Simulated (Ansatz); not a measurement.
## BiN (built on the sites of a database entry of SbAs): the cell at rest

Aim: bring BiN (built on the sites of a database entry of SbAs) to small forces and stress, as phonons need.

Main program and level: Ansatz 0.2.0; DFT RPBE, scalar-relativistic, plane waves, PAW.

The structure was built from a prototype and need not be the compound's stable phase.

### Step 1. Set-up

The structure is trigonal, space group R-3m (No. 166). The conventional cell has a = 3.822 Å, b = 3.822 Å, c = 10.290 Å, α = 90.00°, β = 90.00°, γ = 120.00°. Bi has 6 N at 2.79 Å nearest. Nearest to N lie 6 Bi at 2.79 Å. Farther neighbours and most contacts between anions are not listed.

As a file:

```cif
data_structure
_symmetry_space_group_name_H-M 'R-3m:H'
_symmetry_Int_Tables_number 166
_cell_length_a 3.8225
_cell_length_b 3.8225
_cell_length_c 10.2904
_cell_angle_alpha 90.000
_cell_angle_beta 90.000
_cell_angle_gamma 120.000
_cell_volume 130.21
loop_
_atom_site_label
_atom_site_type_symbol
_atom_site_symmetry_multiplicity
_atom_site_Wyckoff_symbol
_atom_site_fract_x
_atom_site_fract_y
_atom_site_fract_z
_atom_site_occupancy
Bi1 Bi 3 b 0.33333 0.66667 0.16667 1
N1 N 3 a 0.00000 0.00000 0.00000 1
```

### Step 2. Probe on a coarse mesh

A quick single point on a coarse mesh tells whether the cell has a gap and how far it is from rest, which sets the k mesh and smearing that follow.

The input, input.yaml:

```yaml
crystal:
  lattice:
    - [1.91123, 1.10345, 3.43012]
    - [-1.91123, 1.10345, 3.43012]
    - [0.0, -2.20689, 3.43012]
  atoms:
    - { symbol: Bi, position: [0.5, 0.5, 0.5] }
    - { symbol: "N", position: [0.0, 0.0, 0.0] }
kpoints:
  mp_grid: { grid: [6, 6, 6] }
hamiltonian:
  xc: rpbe
scf:
  occupations: { method: gaussian, width: 0.1 }
output:
  forces: true
  stress: true
  eigenvalues: true
```

On the command line:

```bash
> ansatz run input.yaml --threads 4 --pin off --max-ram 7168MiB --backend cpu --events-out ev --progress --plain --runs-dir out
```

Numbers of over 12 decimals in the logs are rounded to 6 here.

The program printed:

```text
Engine: ansatz 0.2.0, aarch64-unknown-linux-gnu
Pseudopotentials: kind: paw
Pseudopotential: Bi, paw, valence charge 15, recommended cutoff 420 eV (normal), Bi.paw.azcp
Pseudopotential: N, paw, valence charge 5, recommended cutoff 420 eV (normal), N.paw.azcp
Functional definition: RPBE
  parameter kappa = 0.804
  parameter beta = 0.066725
  exchange = rpbe_x(kappa = kappa, mu = beta*pi^2/3)
[...]
--- Band table (eV; the first three rows and the last of 32) ---
  k-point 0: bands = [... 6 lower, 0.5938, 7.1498, 7.9207, 7.9207, 13.5604, 13.6404, 13.6404, 17.0943]
  k-point 1: bands = [... 6 lower, 0.2141, 7.3199, 7.9349, 7.9575, 11.7603, 12.7875, 12.8345, 16.8929]
  k-point 2: bands = [... 6 lower, -0.7474, 7.6511, 7.9789, 8.0816, 9.6767, 11.4770, 11.5690, 16.7895]
  k-point 31: bands = [... 6 lower, -2.0218, 8.3087, 8.3087, 8.6998, 9.3385, 11.6550, 11.6550, 17.4275]
[key lines of the parts left out:]
SCF converged after 6 iterations
Free energy (F): -12795.457616 eV
Fermi energy:    8.874106 eV
P = ⅓ Tr σ = -15.2945 GPa (-152.945 kbar)
```

Wall time 0.56 s (4 threads of Arm Neoverse V1, shared host); peak memory 0.3 GiB.

This step gave:

```yaml
pressure: -15.29 GPa
volume_per_atom: 21.70 Å³
gap_on_the_k_mesh: 0.2989 eV
direct_gap_on_mesh: 0.6387 eV
```

The coarse mesh shows a gap of 0.30 eV and a pressure of -15.3 GPa.

### Step 3. Coarse relaxation

The start is far from rest, so a relaxation with loose tolerances brings it close first.

Edit input.yaml of step 2 so:

```diff
@@ -18 +18,6 @@
   eigenvalues: true
+relax:
+  adjacent_minimum: "off"
+  f_tol: 0.05
+  max_steps: 80
+  cell: { stress_tol: 0.5 }
```

The program printed:

```text
[...]
Crystal: 2 atoms, lattice volume = 43.404 Å³
Basis set: ecut = 420 eV, 857 PW (Γ), exchange–correlation on 60×60×60 points (8 copies of the dense FFT grid, shifted against one another)
Bands: 14, of which v1, the nominal top of the filled ones, is band 10 counted from 1 (9 counted from 0)
Symmetry: 12 space group operations
[...]
k-points: 32 of 216
[...]
--- Relaxed structure (5 steps of the walk, 5 accepted, 1 SCFs on fresh bases) ---
  F+E_penalty+E_count = -12796.05945086 eV   max|allowed force component| = 1.893e-29 eV/Å   (the final SCF, on the basis selected at the relaxed cell)
  cell:  # Å, volume = 34.7174 Å³
    - [1.829507, 1.056268, 2.994250]
    - [-1.829507, 1.056268, 2.994250]
    - [0, -2.112531, 2.994251]
  atoms:
    - { symbol: Bi, position: [0.5, 0.5, 0.5] }
    - { symbol: N, position: [0, 0, 0] }
[key lines of the parts left out:]
SCF converged after 6 iterations
Free energy (F): -12796.059451 eV
Fermi energy:    12.692561 eV
P = ⅓ Tr σ = 0.0399 GPa (0.399 kbar)
```

The job ended after 2.9 s (4 threads; peak memory 0.32 GiB).

The steps of the relaxation:

```tsv
step	energy less that of the first step (eV)	largest force component (eV/Å)	pressure (GPa)	volume (Å³)
1	0.0000	0.0000	-15.29	43.40
2	-0.3916	0.0000	-10.49	39.19
3	-0.5820	0.0000	-3.29	35.87
4	-0.6013	0.0000	0.31	34.70
5	-0.6067	0.0000	0.28	34.72
6*	-0.6018	0.0000	0.04	34.72
```

Relaxation steps marked * repeat the geometry before them on a plane-wave basis chosen anew for their cell, so energy and pressure can jump there.

Forces are held to the 12 operations that the run works with; a distortion that breaks them can't arise in this run.

```tsv
cell as run	before	after	change
a (Å)	4.079	3.664	-10.2 %
b (Å)	4.079	3.664	-10.2 %
c (Å)	4.079	3.664	-10.2 %
α (°)	55.88	59.90	+7.2 %
β (°)	55.88	59.90	+7.2 %
γ (°)	55.88	59.90	+7.2 %
volume (Å³/atom)	21.70	17.36	-20.0 %
```

Final coordinates:

```xyz
2
Lattice="1.8295 1.0563 2.9942 -1.8295 1.0563 2.9942 0.0000 -2.1125 2.9943" Properties=species:S:1:pos:R:3 pbc="T T T"
Bi    0.0000    0.0000    4.4914
N     0.0000    0.0000    0.0000
```

This step gave:

```
pressure           : 0.03989 GPa
gap on the k-mesh  : 1.024 eV
volume per atom    : 17.36 Å³
direct gap on mesh : 1.057 eV
```

In this step the volume went from 21.70 to 17.36 Å³/atom.

### Step 4. Bringing the structure to rest, k-mesh 9×9×9

The cell and atoms are relaxed, since residual forces and stress would shift the frequencies.

The input, input.yaml:

```yaml
crystal:
  lattice:
    - [1.8295065757, 1.0562675688, 2.994249634]
    - [-1.8295065757, 1.0562675688, 2.994249634]
    - [0.0, -2.112530773, 2.9942511737]
  atoms:
    - { symbol: Bi, position: [0.5, 0.5, 0.5] }
    - { symbol: "N", position: [0.0, 0.0, 0.0] }
kpoints:
  mp_grid: { grid: [9, 9, 9] }
hamiltonian:
  xc: rpbe
scf:
  occupations: { method: gaussian, width: 0.02 }
output:
  forces: true
  stress: true
  eigenvalues: true
relax:
  adjacent_minimum: "off"
  f_tol: 0.005
  max_steps: 80
  cell: { stress_tol: 0.05 }
```

The program printed:

```text
[...]
Crystal: 2 atoms, lattice volume = 34.717 Å³
Basis set: ecut = 420 eV, 659 PW (Γ), exchange–correlation on 50×50×50 points (8 copies of the dense FFT grid, shifted against one another)
Bands: 14, of which v1, the nominal top of the filled ones, is band 10 counted from 1 (9 counted from 0)
[... 1 set-up line as in the run before ...]
[...]
k-points: 85 of 729
[...]
SCF iter   1: F=—  HF=-12796.017130 eV  |F-HF|=—  |Δ(HF+E_count)|=         —  Δρ=3.92e-3  dr2=3.59e-3  ethr=1.77e-3  ⟨swp⟩=6.0  Hψ=6187  notcnv=0
[...]
SCF iter   6: F=-12796.015158 eV  HF=-12796.015158 eV  |F-HF|=1.36e-10  |Δ(HF+E_count)|=   1.42e-8  Δρ=7.11e-7  dr2=8.92e-11  ethr=4.47e-11  ⟨swp⟩=2.9  Hψ=4561  notcnv=0
SCF 1 converged in 6 iterations: F = -12796.015158 eV  dr2 = 8.92e-11
[...]
relax step   1: F+E_penalty+E_count = -12796.01515832 eV  Δ(F+E_penalty+E_count) = +0.000e0 eV  max|allowed force component| = 1.357e-28 eV/Å  Δτ_max = 0.0000 Å  P = +0.331 GPa  Ω = 34.717 Å³  (6 SCF iters, dr2 threshold 1.00e-7 eV, accepted)
Crystal: 2 atoms, lattice volume = 34.977 Å³
Basis set: ecut = 420 eV, 701 PW (Γ), exchange–correlation on 50×50×50 points (8 copies of the dense FFT grid, shifted against one another)
[...]
SCF iter   6: F=-12796.014559 eV  HF=-12796.014559 eV  |F-HF|=1.06e-10  |Δ(HF+E_count)|=   4.49e-9  Δρ=6.01e-7  dr2=5.72e-11  ethr=3.29e-11  ⟨swp⟩=2.0  Hψ=3734  notcnv=0
SCF 2 converged in 6 iterations: F = -12796.014559 eV  dr2 = 5.72e-11
relax step   2: F+E_penalty+E_count = -12796.01455896 eV  Δ(F+E_penalty+E_count) = +5.994e-4 eV  max|allowed force component| = 3.392e-29 eV/Å  Δτ_max = 0.0000 Å  P = -0.545 GPa  Ω = 34.977 Å³  energy of the carried Pulay correction = -4.058e-4 eV  (6 SCF iters, dr2 threshold 2.00e-7 eV, rejected (line search))
Crystal: 2 atoms, lattice volume = 34.813 Å³
[...]
SCF iter   7: F=-12796.015150 eV  HF=-12796.015150 eV  |F-HF|=5.46e-12  |Δ(HF+E_count)|=  7.82e-11  Δρ=5.46e-8  dr2=5.61e-13  ethr=1.00e-12  ⟨swp⟩=6.8  Hψ=5426  notcnv=0
SCF 3 converged in 7 iterations: F = -12796.015150 eV  dr2 = 5.61e-13
relax step   3: F+E_penalty+E_count = -12796.01515003 eV  Δ(F+E_penalty+E_count) = +8.291e-6 eV  max|allowed force component| = 1.670e-29 eV/Å  Δτ_max = 0.0000 Å  P = +0.003 GPa  Ω = 34.813 Å³  energy of the carried Pulay correction = -1.504e-4 eV  (7 SCF iters, accepted)
[...]
SCF iter   6: F=-12796.015349 eV  HF=-12796.015349 eV  |F-HF|=7.28e-12  |Δ(HF+E_count)|=  1.82e-12  Δρ=1.49e-8  dr2=6.79e-14  ethr=1.00e-12  ⟨swp⟩=4.0  Hψ=4807  notcnv=0
SCF 4 converged in 6 iterations: F = -12796.015349 eV  dr2 = 6.79e-14
relax step   4: F+E_penalty+E_count = -12796.01534931 eV  Δ(F+E_penalty+E_count) = -1.993e-4 eV  max|allowed force component| = 8.415e-30 eV/Å  Δτ_max = 0.0000 Å  P = +0.011 GPa  Ω = 34.813 Å³  stress off target by 1.61e-2 GPa  SCF on the basis re-selected at this cell (its energy is not comparable with the rows above)  (6 SCF iters)
basis re-selected at this cell: Δ(F+E_penalty+E_count) = -1.993e-4 eV, ΔP = +0.008 GPa vs the last step (what re-selecting the basis moved, of the pressure what is left beyond the Pulay correction that the steps carried, after the strain that the cell walked since its last selection, with what the two solves' SCF thresholds leave and, on support functions, any second-order correction that the steps lacked; it is no m [...]
SCF converged after 6 iterations
Free energy (F): -12796.015349 eV
[...]
Internal energy: -12796.015349 eV  (E = F + TS)
E sigma→0 (E₀):  -12796.015349 eV
Fermi energy:    12.704987 eV
[...]
--- Stress (GPa, compression-positive) ---
        0.008717       0.000000       0.000000
        0.000000       0.008717       0.000000
        0.000000       0.000000       0.016093
  P = ⅓ Tr σ = 0.0112 GPa (0.112 kbar)
--- Band table (eV; the first three rows and the last of 85) ---
  k-point 0: bands = [... 6 lower, 5.1326, 10.5449, 10.5449, 10.5455, 18.6550, 18.6550, 18.6550, 21.6868]
  k-point 1: bands = [... 6 lower, 4.7482, 10.5909, 10.5914, 10.7629, 17.3179, 18.0675, 18.0676, 20.7524]
  k-point 2: bands = [... 6 lower, 3.7782, 10.7241, 10.7245, 11.2108, 15.3531, 16.9070, 16.9071, 20.5297]
  k-point 84: bands = [... 6 lower, 1.4190, 9.7612, 10.8576, 12.1257, 12.9514, 15.4172, 16.0454, 22.0225]
--- Relaxed structure (3 steps of the walk, 2 accepted, 1 SCFs on fresh bases) ---
[...]
cell:  # Å, volume = 34.8134 Å³
    - [1.832592, 1.058049, 2.992428]
    - [-1.832592, 1.058049, 2.992428]
    - [0, -2.116094, 2.992430]
  atoms:
    - { symbol: Bi, position: [0.5, 0.5, 0.5] }
    - { symbol: N, position: [0, 0, 0] }
```

Elapsed: 3.5 s, on 4 threads; peak memory 0.36 GiB.

Relaxation path:

```tsv
step	energy less that of the first step (eV)	largest force component (eV/Å)	pressure (GPa)	volume (Å³)
1	0.0000	0.0000	0.33	34.72
2	0.0006	0.0000	-0.54	34.98
3	0.0000	0.0000	0.00	34.81
4*	-0.0002	0.0000	0.01	34.81
```

Relaxation steps marked * repeat the geometry before them on a plane-wave basis chosen anew for their cell, so energy and pressure can jump there. Relaxation step 2 was tried and not accepted.

Forces are held to the 12 operations that the run works with; a distortion that breaks them can't arise in this run.

```tsv
cell as run	before	after	change
a (Å)	3.664	3.665	+0.0 %
b (Å)	3.664	3.665	+0.0 %
c (Å)	3.664	3.665	+0.0 %
α (°)	59.90	60.00	+0.2 %
β (°)	59.90	60.00	+0.2 %
γ (°)	59.90	60.00	+0.2 %
volume (Å³/atom)	17.36	17.41	+0.3 %
```

Final coordinates:

```cif
data_structure
_symmetry_space_group_name_H-M 'P 1'
_symmetry_Int_Tables_number 1
_cell_length_a 3.6650
_cell_length_b 3.6650
_cell_length_c 3.6650
_cell_angle_alpha 60.003
_cell_angle_beta 60.003
_cell_angle_gamma 60.003
_cell_volume 34.81
loop_
_atom_site_label
_atom_site_type_symbol
_atom_site_fract_x
_atom_site_fract_y
_atom_site_fract_z
_atom_site_occupancy
Bi1 Bi 0.50000 0.50000 0.50000 1
N2 N 0.00000 0.00000 0.00000 1
```

Numbers from this step:

* pressure: 0.01118 GPa
* gap on the k-mesh: 0.3825 eV
* volume per atom: 17.41 Å³
* direct gap on mesh: 0.3828 eV

In this step the volume went from 17.36 to 17.41 Å³/atom.

### Step 5. Bringing the structure to rest, k-mesh 10×10×10

The relaxation is repeated from its end, on the mesh and smearing that suit the cell and gap now reached.

input.yaml, the sections that differ from step 4:

```yaml
crystal:
  lattice:
    - [1.8325923561, 1.0580491441, 2.99242814]
    - [-1.8325923561, 1.0580491441, 2.99242814]
    - [0.0, -2.1160939262, 2.9924296823]
  atoms:
    - { symbol: Bi, position: [0.5, 0.5, 0.5] }
    - { symbol: "N", position: [0.0, 0.0, 0.0] }
kpoints:
  mp_grid: { grid: [10, 10, 10] }
# hamiltonian, scf, output, relax: as in step 4
```

The program printed:

```text
[...]
Crystal: 2 atoms, lattice volume = 34.813 Å³
Basis set: ecut = 420 eV, 701 PW (Γ), exchange–correlation on 50×50×50 points (8 copies of the dense FFT grid, shifted against one another)
Bands: 14, of which v1, the nominal top of the filled ones, is band 10 counted from 1 (9 counted from 0)
[... 1 set-up line as in the run before ...]
[...]
k-points: 116 of 1000
[...]
k-point 115: bands = [... 6 lower, 1.2596, 11.0903, 11.0903, 11.7248, 13.1762, 15.0889, 15.0889, 21.5747]
--- Relaxed structure (1 steps of the walk, 1 accepted, 1 SCFs on fresh bases) ---
[...]
cell:  # Å, volume = 34.8134 Å³
    - [1.832592, 1.058049, 2.992428]
    - [-1.832592, 1.058049, 2.992428]
    - [0.0, -2.116094, 2.992430]
  atoms:
    - { symbol: Bi, position: [0.5, 0.5, 0.5] }
    - { symbol: N, position: [0.0, 0.0, 0.0] }
[key lines of the parts left out:]
SCF converged after 8 iterations
Free energy (F): -12796.013776 eV
Fermi energy:    12.574452 eV
P = ⅓ Tr σ = 0.0351 GPa (0.351 kbar)
```

The job ended after 2.5 s (4 threads; peak memory 0.37 GiB).

Little changed from the start: no atom moved by 0.005 Å and no cell edge by 0.1 %.

This step gave:

| Item | Value |
| --- | --- |
| pressure | 0.03509 GPa |
| gap on the k-mesh | 0.1585 eV |
| direct gap on mesh | 0.1589 eV |

In this step the volume went from 17.41 to 17.41 Å³/atom.

### Step 6. Tight relaxation

Phonons need a cell at rest on their own settings, so the relaxation is repeated with tight tolerances on forces and stress on the k mesh and occupations of the first response run.

input.yaml, the sections that differ from step 5:

```yaml
kpoints:
  mp_grid: { grid: [12, 12, 12] }
output:
  forces: true
  stress: true
  eigenvalues: true
  write_density: true
  write_potential: true
  elf: true
  volumetric_format: npy
relax:
  adjacent_minimum: "off"
  f_tol: 0.001
  max_steps: 60
  cell: { stress_tol: 0.01 }
# crystal, hamiltonian, scf: as in step 5
```

The program printed:

```text
[...]
Crystal: 2 atoms, lattice volume = 34.813 Å³
Basis set: ecut = 420 eV, 701 PW (Γ), exchange–correlation on 50×50×50 points (8 copies of the dense FFT grid, shifted against one another)
Bands: 14, of which v1, the nominal top of the filled ones, is band 10 counted from 1 (9 counted from 0)
[... 1 set-up line as in the run before ...]
[...]
k-points: 189 of 1728
[...]
k-point 188: bands = [... 6 lower, 1.2705, 11.1120, 11.1120, 11.7428, 13.2026, 15.1077, 15.1077, 21.5968]
--- Relaxed structure (3 steps of the walk, 2 accepted, 1 SCFs on fresh bases) ---
[...]
cell:  # Å, volume = 34.7768 Å³
    - [1.831908, 1.057654, 2.991522]
    - [-1.831908, 1.057654, 2.991522]
    - [0, -2.115303, 2.991524]
  atoms:
    - { symbol: Bi, position: [0.500000, 0.500000, 0.5] }
    - { symbol: N, position: [0, 0, 0] }
[key lines of the parts left out:]
SCF converged after 9 iterations
Free energy (F): -12796.014508 eV
Fermi energy:    12.609472 eV
P = ⅓ Tr σ = -0.0030 GPa (-0.030 kbar)
```

The job ended after 7.2 s (4 threads; peak memory 0.41 GiB; 27 s of CPU time).

Little changed from the start: no atom moved by 0.005 Å and no cell edge by 0.1 %.

Numbers from this step:

* pressure: -0.002973 GPa
* gap on the k-mesh: 0.1597 eV
* volume per atom: 17.39 Å³
* direct gap on mesh: 0.2226 eV

Electrostatic potential energy in the ac plane of the cell as run, not the conventional one, at fractional y = 0.500, with atoms of Bi within 0.2 Å of it. With pseudopotentials it is smooth inside the atoms' cores, unlike the true potential.

Values in eV, 14 rows by 14 columns, each cell a mean:
```
 13  13  11  10  10  11  12  13  14  14  14  14  14  14
 13  11   9   6   4   5   7   9  12  14  14  15  15  14
 13  10   6  -1  -6  -8  -5   1   7  11  13  15  15  14
 13   9   3 -10 -26 -38 -36 -23  -6   5  10  13  14  14
 13   9   2 -16 -42 -65 -70 -59 -32  -8   5  11  14  14
 13  10   4 -14 -46 -77 -85 -83 -66 -32  -6   7  12  14
 13  12   7  -6 -34 -71 -86 -86 -83 -59 -23   1   9  13
 14  13  10   2 -16 -51 -80 -86 -85 -70 -36  -5   7  12
 14  14  13   8   0 -20 -51 -71 -77 -65 -38  -8   5  11
 13  14  14  12   8   0 -16 -34 -46 -42 -26  -6   4  10
 13  15  15  14  12   8   2  -6 -14 -16 -10  -1   6  10
 14  15  15  15  14  13  10   7   4   2   3   6   9  11
 14  14  15  15  14  14  13  12  10   9   9  10  11  13
 14  14  14  13  13  14  14  13  13  13  13  13  13  13
```
Columns run along a (3.7 Å; values clipped at the 3rd and 97th percentile), rows up along c (3.7 Å). Atoms in or near the plane, at fractional coordinates: Bi at (0.50, 0.50).

Valence density in the ac plane of the cell as run, not the conventional one, at fractional y = 0.500, with atoms of Bi within 0.2 Å of it. It is the smooth field of the valence electrons, not physical close to the nuclei.

Values in e/Å³, 14 rows by 14 columns, each cell a mean:
```
0.1 0.1 0.1 0.2 0.2 0.2 0.1 0.1 0.1 0.1 0.1 0.1 0.1 0.1
0.1 0.2 0.2 0.3 0.4 0.3 0.3 0.2 0.1 0.1 0.1 0.1 0.1 0.1
0.1 0.2 0.3 0.5 0.8 0.9 0.7 0.5 0.3 0.2 0.1 0.1 0.1 0.1
0.1 0.2 0.4 0.9 1.8 2.6 2.4 1.7 0.8 0.4 0.2 0.1 0.1 0.1
0.1 0.2 0.4 1.2 2.8 4.4 4.8 4.0 2.2 0.9 0.4 0.2 0.1 0.1
0.1 0.2 0.4 1.2 3.1 5.3 6.6 6.4 4.6 2.2 0.8 0.3 0.1 0.1
0.1 0.1 0.3 0.8 2.3 4.9 7.1 7.7 6.4 4.0 1.7 0.5 0.2 0.1
0.1 0.1 0.2 0.4 1.3 3.4 5.9 7.1 6.6 4.8 2.4 0.7 0.3 0.1
0.1 0.1 0.1 0.2 0.5 1.5 3.4 4.9 5.3 4.4 2.6 0.9 0.3 0.2
0.1 0.1 0.1 0.1 0.2 0.5 1.3 2.3 3.1 2.8 1.8 0.8 0.4 0.2
0.1 0.1 0.1 0.1 0.1 0.2 0.4 0.8 1.2 1.2 0.9 0.5 0.3 0.2
0.1 0.1 0.1 0.1 0.1 0.1 0.2 0.3 0.4 0.4 0.4 0.3 0.2 0.1
0.1 0.1 0.1 0.1 0.1 0.1 0.1 0.1 0.2 0.2 0.2 0.2 0.2 0.1
0.1 0.1 0.1 0.1 0.1 0.1 0.1 0.1 0.1 0.1 0.1 0.1 0.1 0.1
```
Columns run along a (3.7 Å), rows up along c (3.7 Å). Atoms in or near the plane, at fractional coordinates: Bi at (0.50, 0.50).

ELF in the ac plane of the cell as run, not the conventional one, at fractional y = 0.500, with atoms of Bi within 0.2 Å of it. It is the smooth field of the valence electrons, not physical close to the nuclei.

Values, 14 rows by 14 columns, each cell a mean:
```
0.11 0.14 0.18 0.22 0.22 0.21 0.17 0.13 0.11 0.11 0.13 0.13 0.12 0.11
0.13 0.18 0.25 0.30 0.33 0.32 0.29 0.23 0.16 0.13 0.13 0.14 0.14 0.12
0.16 0.22 0.31 0.39 0.43 0.43 0.41 0.36 0.28 0.19 0.14 0.13 0.14 0.13
0.16 0.25 0.35 0.44 0.44 0.40 0.40 0.43 0.41 0.32 0.22 0.14 0.13 0.13
0.15 0.24 0.35 0.45 0.38 0.25 0.21 0.29 0.40 0.41 0.32 0.19 0.13 0.11
0.12 0.20 0.33 0.44 0.36 0.16 0.10 0.13 0.23 0.40 0.41 0.28 0.16 0.11
0.10 0.15 0.28 0.41 0.40 0.21 0.16 0.28 0.13 0.29 0.43 0.36 0.23 0.13
0.10 0.12 0.21 0.35 0.43 0.33 0.16 0.16 0.10 0.21 0.40 0.41 0.29 0.17
0.12 0.11 0.15 0.25 0.37 0.43 0.33 0.21 0.16 0.25 0.40 0.43 0.32 0.21
0.14 0.12 0.13 0.17 0.26 0.37 0.43 0.40 0.36 0.38 0.44 0.43 0.33 0.22
0.15 0.13 0.13 0.14 0.17 0.25 0.35 0.41 0.44 0.45 0.44 0.39 0.30 0.22
0.13 0.13 0.14 0.13 0.13 0.15 0.21 0.28 0.33 0.35 0.35 0.31 0.25 0.18
0.11 0.12 0.13 0.13 0.12 0.11 0.12 0.15 0.20 0.24 0.25 0.22 0.18 0.14
0.10 0.11 0.13 0.15 0.14 0.12 0.10 0.10 0.12 0.15 0.16 0.16 0.13 0.11
```
Columns run along a (3.7 Å), rows up along c (3.7 Å). Atoms in or near the plane, at fractional coordinates: Bi at (0.50, 0.50).

The forces vanish by symmetry and the pressure is -0.003 GPa, within the tolerances set. The cell now holds 17.39 Å³/atom. Within 0.01 Å the structure now has space group Fm-3m, not the R-3m of the start.

### Step 7. What came out

```yaml
space_group_after_relaxation_within_0p01_a: Fm-3m
lattice_constant_a: 5.181 Å
lattice_constant_b: 5.181 Å
lattice_constant_c: 5.181 Å
volume_per_atom: 17.4 Å³
gap_on_the_k_mesh: 0.160 eV
```

What this shows: The forces vanish by symmetry and the pressure is -0.003 GPa, within the tolerances set. The cell now holds 17.39 Å³/atom. Within 0.01 Å the structure now has space group Fm-3m, not the R-3m of the start. The relaxation keeps the symmetry of its start, so it says nothing on stability against lower symmetry. The relaxed cell left the space group of the starting entry, even within 0.1 Å, so it may not be the phase that the entry, or a measurement on it, describes. Spin-orbit coupling is left out, which can matter for the heavy elements here. The starting cell was built on a prototype and not taken from a measurement, so the phase need not exist.

[Logs are printed without paths, hosts, clocks, repeated set-up lines and the standing remarks that a program may print on its own settings, such as how far it seeks lower states.]

[Hosts, paths, dates, database ids (printed as entryN), source tags and the programs' standing remarks are cut or masked in the printed files.]
